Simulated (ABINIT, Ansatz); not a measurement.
**A GW chain in ABINIT: KBr (Fm-3m)**

How does a plane-wave GW calculation on KBr (Fm-3m) run from the first input to the gap?

Method: LDA and many-body steps on it, plane waves, in ABINIT 10.8.3.

### Step 1. The starting structure

Symmetry: Fm-3m, No. 225, cubic system. Conventional cell: a = 6.600 Å, b = 6.600 Å, c = 6.600 Å, α = 90.00°, β = 90.00°, γ = 90.00°. Nearest to K lie 6 Br at 3.30 Å. Nearest to Br lie 6 K at 3.30 Å. Farther neighbours and most contacts between anions are not listed.

Coordinates:

```cif
data_structure
_symmetry_space_group_name_H-M 'Fm-3m'
_symmetry_Int_Tables_number 225
_cell_length_a 6.6000
_cell_length_b 6.6000
_cell_length_c 6.6000
_cell_angle_alpha 90.000
_cell_angle_beta 90.000
_cell_angle_gamma 90.000
_cell_volume 287.50
loop_
_atom_site_label
_atom_site_type_symbol
_atom_site_symmetry_multiplicity
_atom_site_Wyckoff_symbol
_atom_site_fract_x
_atom_site_fract_y
_atom_site_fract_z
_atom_site_occupancy
K1 K 4 a 0.00000 0.00000 0.00000 1
Br1 Br 4 b 0.50000 0.00000 0.00000 1
```

The cell and positions come from the Crystallography Open Database and are kept as given unless a step says otherwise.

### Step 2. Ground state

This step: ABINIT 10.8.3; DFT, LDA, plane waves, norm-conserving pseudopotentials.

The ground-state density comes first.

run.abi reads:

```
acell 3*1.0 Angstrom
rprim 
  0.000000000000 3.300000000000 3.300000000000
  3.300000000000 0.000000000000 3.300000000000
  3.300000000000 3.300000000000 0.000000000000
ntypat 2
znucl 19 35
natom 2
typat 1 2
xred 
  0.000000000000 0.000000000000 0.000000000000
  0.500000000000 0.500000000000 0.500000000000
pp_dirpath "pseudos"
pseudos "K.upf, Br.upf"
ecut 32
ngkpt 6 6 6
nshiftk 1
shiftk 0 0 0
kptopt 1
chksymbreak 0
nband 13
occopt 1
tolvrs 1e-10
nstep 60
prtwf 0
optforces 0
optstress 0
indata_prefix "in"
outdata_prefix "out"
tmpdata_prefix "tmp"
```

The run is started by

```sh
> OMP_NUM_THREADS=1 mpirun -n 4 abinit run.abi > log
```

Numbers of over 12 decimals in the logs are rounded to 6 here.

What it wrote:

```text
.Version 10.8.3 of ABINIT. v10.8.2 released Aug 2026.

 Symmetries : space group Fm -3 m (#225); Bravais cF (face-center cubic)
================================================================================
 Values of the parameters that define the memory need of the present run
     intxc =       0    ionmov =       0      iscf =       7    lmnmax =       6
     lnmax =       6     mgfft =      48  mpssoang =       3    mqgrid =    3001
     natom =       2  nloc_mem =       1    nspden =       1   nspinor =       1
    nsppol =       1      nsym =      48    n1xccc =    2501    ntypat =       2
    occopt =       1   xclevel =       1
-    mband =          13        mffmem =           1         mkmem =           4
       mpw =        4216          nfft =      110592          nkpt =          16
================================================================================
  Rough estimation (10% accuracy) of disk space for files :
================================================================================

--------------------------------------------------------------------------------
------------- Echo of variables that govern the present computation ------------
--------------------------------------------------------------------------------
 -outvars: echo values of preprocessed input variables --------
            acell      1.8897261259E+00  1.8897261259E+00  1.8897261259E+00 Bohr

      chksymbreak           0
             ecut      3.20000000E+01 Hartree
-          fftalg         312

              ixc       -1012
              kpt      0.00000000E+00  0.00000000E+00  0.00000000E+00
                       1.66666667E-01  0.00000000E+00  0.00000000E+00
                       3.33333333E-01  0.00000000E+00  0.00000000E+00
                       5.00000000E-01  0.00000000E+00  0.00000000E+00
                       1.66666667E-01  1.66666667E-01  0.00000000E+00
                       3.33333333E-01  1.66666667E-01  0.00000000E+00
                       5.00000000E-01  1.66666667E-01  0.00000000E+00
                      -3.33333333E-01  1.66666667E-01  0.00000000E+00
                      -1.66666667E-01  1.66666667E-01  0.00000000E+00
   [... 5 further rows ...]
                      -3.33333333E-01  3.33333333E-01  1.66666667E-01
                      -3.33333333E-01  5.00000000E-01  1.66666667E-01
         kptrlatt        6    0    0      0    6    0      0    0    6
          kptrlen      5.29150311E+01
P           mkmem           4
            natom           2
            nband          13
            ngfft          48      48      48
             nkpt          16
            nstep          60
             nsym          48
           ntypat           2
              occ      2.000000  2.000000  2.000000  2.000000  2.000000  2.000000
                       2.000000  2.000000  0.000000  0.000000  0.000000  0.000000
                       0.000000
        optforces           0
        optstress           0
            prtwf           0
            rprim      0.0000000000E+00  3.3000000000E+00  3.3000000000E+00
[...]
spgroup         225

           tolvrs      1.00000000E-10

             xred      0.0000000000E+00  0.0000000000E+00  0.0000000000E+00
[...]
znucl       19.00000   35.00000

================================================================================

 chkinp: Checking input parameters for consistency.

================================================================================
== DATASET  1 ==================================================================
-   mpi_nproc: 4, omp_nthreads: 1 (-1 if OMP is not activated)

--- !DatasetInfo
iteration_state: {dtset: 1, }
dimensions: {natom: 2, nkpt: 16, mband: 13, nsppol: 1, nspinor: 1, nspden: 1, mpw: 4216, }
cutoff_energies: {ecut:  32.0, pawecutdg:  -1.0, }
electrons: {nelect:   1.60000000E+01, charge:   0.00000000E+00, occopt:   1.00000000E+00, tsmear:   1.00000000E-02, }

 Real(R)+Recip(G) space primitive vectors, cartesian coordinates (Bohr,Bohr^-1):
 R(1)=  0.0000000  6.2360962  6.2360962  G(1)= -0.0801784  0.0801784  0.0801784
 R(2)=  6.2360962  0.0000000  6.2360962  G(2)=  0.0801784 -0.0801784  0.0801784
 R(3)=  6.2360962  6.2360962  0.0000000  G(3)=  0.0801784  0.0801784 -0.0801784
 Unit cell volume ucvol=  4.8502979E+02 bohr^3
 Angles (23,13,12)=  6.00000000E+01  6.00000000E+01  6.00000000E+01 degrees

 getcut: wavevector=  0.0000  0.0000  0.0000  ngfft=  48  48  48
         ecut(hartree)=     32.000   => boxcut(ratio)=   2.13734

--- Pseudopotential description ------------------------------------------------
- K Generated using ONCVPSP code by D. R. Hamann
- 19.00000   9.00000  180309                  znucl, zion, pspdat
12 -1012 2 -1 2170                            pspcod,pspxc,lmax,lloc,mmax
     nproj     2     2     2
  pspatm : epsatm=    8.21740868
         --- l  ekb(1:nproj) -->
[...]
pspatm: atomic psp has been read  and splines computed

- Br Generated using ONCVPSP code by D. R. Hamann
- 35.00000   7.00000  180309                  znucl, zion, pspdat
12 -1012 2 -1 1084                            pspcod,pspxc,lmax,lloc,mmax
     nproj     2     2     2
  pspatm : epsatm=   10.24179696
         --- l  ekb(1:nproj) -->
[...]
2    2.423121    0.400160
 pspatm: atomic psp has been read  and splines computed

   2.95347290E+02                                ecore*ucvol(ha*bohr**3)
--------------------------------------------------------------------------------

_setup2: Arith. and geom. avg. npw (full set) are    4194.069    4194.049

================================================================================

--- !BeginCycle
iteration_state: {dtset: 1, }
solver: {iscf: 7, nstep: 60, nline: 4, wfoptalg: 0, }
tolerances: {tolvrs: 1.00E-10, }

     iter   Etot(hartree)      deltaE(h)  residm     vres2
 ETOT  1  -45.811318218823    -4.581E+01 3.493E-02 8.180E+01
 ETOT  2  -45.831428564190    -2.011E-02 6.314E-03 2.047E+00
 ETOT  3  -45.831693825543    -2.653E-04 3.049E-03 3.169E-01
 ETOT  4  -45.831708840697    -1.502E-05 1.204E-03 5.138E-03
 ETOT  5  -45.831708998382    -1.577E-07 1.969E-03 5.818E-05
 ETOT  6  -45.831709001162    -2.780E-09 7.767E-03 6.606E-06
 ETOT  7  -45.831709001777    -6.149E-10 2.227E-03 2.386E-07
 ETOT  8  -45.831709001789    -1.214E-11 3.624E-03 2.734E-09
 ETOT  9  -45.831709001789     9.166E-13 3.109E-04 3.884E-11

 At SCF step    9       vres2   =  3.88E-11 < tolvrs=  1.00E-10 =>converged.

--- !ResultsGS
iteration_state: {dtset: 1, }
comment   : Summary of ground state results
lattice_vectors:
- [  0.0000000,   6.2360962,   6.2360962, ]
- [  6.2360962,   0.0000000,   6.2360962, ]
- [  6.2360962,   6.2360962,   0.0000000, ]
lattice_lengths: [   8.81917,    8.81917,    8.81917, ]
lattice_angles: [ 60.000,  60.000,  60.000, ] # degrees, (23, 13, 12)
lattice_volume:   4.8502979E+02
convergence: {deltae:  9.166E-13, res2:  3.884E-11, residm:  3.109E-04, diffor:  0.000E+00, }
etotal    :  -4.58317090E+01
entropy   :   0.00000000E+00
fermie    :  -7.39522276E-03
cartesian_stress_tensor: null
pressure_GPa: null
xred      :
- [  0.0000E+00,   0.0000E+00,   0.0000E+00,  K]
- [  5.0000E-01,   5.0000E-01,   5.0000E-01, Br]
cartesian_forces: null
force_length_stats: {min: null, max: null, mean: null, }

 Integrated electronic density in atomic spheres:
 ------------------------------------------------
 Atom  Sphere_radius  Integrated_density
    1        2.00000          6.92021275
    2        2.00000          4.25427605
================================================================================

 ----iterations are completed or convergence reached----

 Mean square residual over all n,k,spin=   83.446E-07; max=  31.094E-05
 reduced coordinates (array xred) for    2 atoms
       0.000000000000      0.000000000000      0.000000000000
       0.500000000000      0.500000000000      0.500000000000
 rms dE/dt=  0.0000E+00; max dE/dt=  0.0000E+00; dE/dt below (all hartree)
    1       0.000000000000      0.000000000000      0.000000000000
    2       0.000000000000      0.000000000000      0.000000000000

 cartesian coordinates (angstrom) at end:
    1      0.000000     0.000000     0.000000
    2      3.300000     3.300000     3.300000
 length scales=  1.889726125908  1.889726125908  1.889726125908 bohr
              =  1.000000000000  1.000000000000  1.000000000000 angstroms
 prteigrs : about to open file out_EIG
 Fermi (or HOMO) energy (hartree) =  -0.00740   Average Vxc (hartree)=  -0.29438
 Eigenvalues (hartree) for nkpt=  16  k points:
 kpt#   1, nband= 13, wtk=  0.00463, kpt=  0.0000  0.0000  0.0000 (reduced coord)
  -1.01644   -0.46192   -0.41641   -0.41641   -0.41641   -0.00740   -0.00740   -0.00740
   0.14077    0.26304    0.26304    0.26305    0.29506
 prteigrs : prtvol=0 or 1, do not print more k-points.

--- !EnergyTerms
iteration_state     : {dtset: 1, }
comment             : Components of total free energy in Hartree
kinetic             :  1.46551196752329E+01
hartree             :  9.58894084460337E+00
xc                  : -1.14117761208625E+01
Ewald energy        : -2.93989375638298E+01
psp_core            :  6.08926077517895E-01
local_psp           : -3.64663735992050E+01
non_local_psp       :  6.59239168475459E+00
total_energy        : -4.58317090017885E+01
total_energy_eV     : -1.24714433596107E+03
band_energy         : -5.61504775677646E+00

== END DATASET(S) ==============================================================
================================================================================

 -outvars: echo values of variables after computation  --------
           etotal     -4.5831709002E+01
            nband          13
             nkpt          16
          spgroup         225
 [... the other variables as echoed above ...]

 Calculation completed.
```

Elapsed: 8.2 s, on 4 MPI ranks of Arm Neoverse V2, shared host; peak memory 0.36 GiB.

Numbers from this step:

- total energy: -1247.1443 eV
- gap: 4.032 eV
- k of the valence top: 0, 0, 0
- k of the conduction bottom: 0, 0, 0
- least direct gap: 4.032 eV

The gap is direct, at Γ.

[end of part 1 of 3]

[Paths, hosts, dates, memory and timing lines, banners, echoed tables and standing remarks are left out of the program output.]

[Logs are printed without paths, hosts, clocks, repeated set-up lines and the standing remarks that a program may print on its own settings, such as how far it seeks lower states.]

[Runs of the session that timed out or met a known fault of the program may be left out.]

[Hosts, paths, dates, database ids (printed as entryN), source tags and the programs' standing remarks are cut or masked in the printed files.]

[G0W0 gaps are taken among the corrected bands and points alone; a level outside them can change the order at an edge.]

[Where Ansatz stands beside ABINIT at settings called matched, ABINIT's density can come from a denser mesh and the files from another edition; pairs whose starting gaps differed by over 0.03 eV were left out, so agreement reads better than it is.]
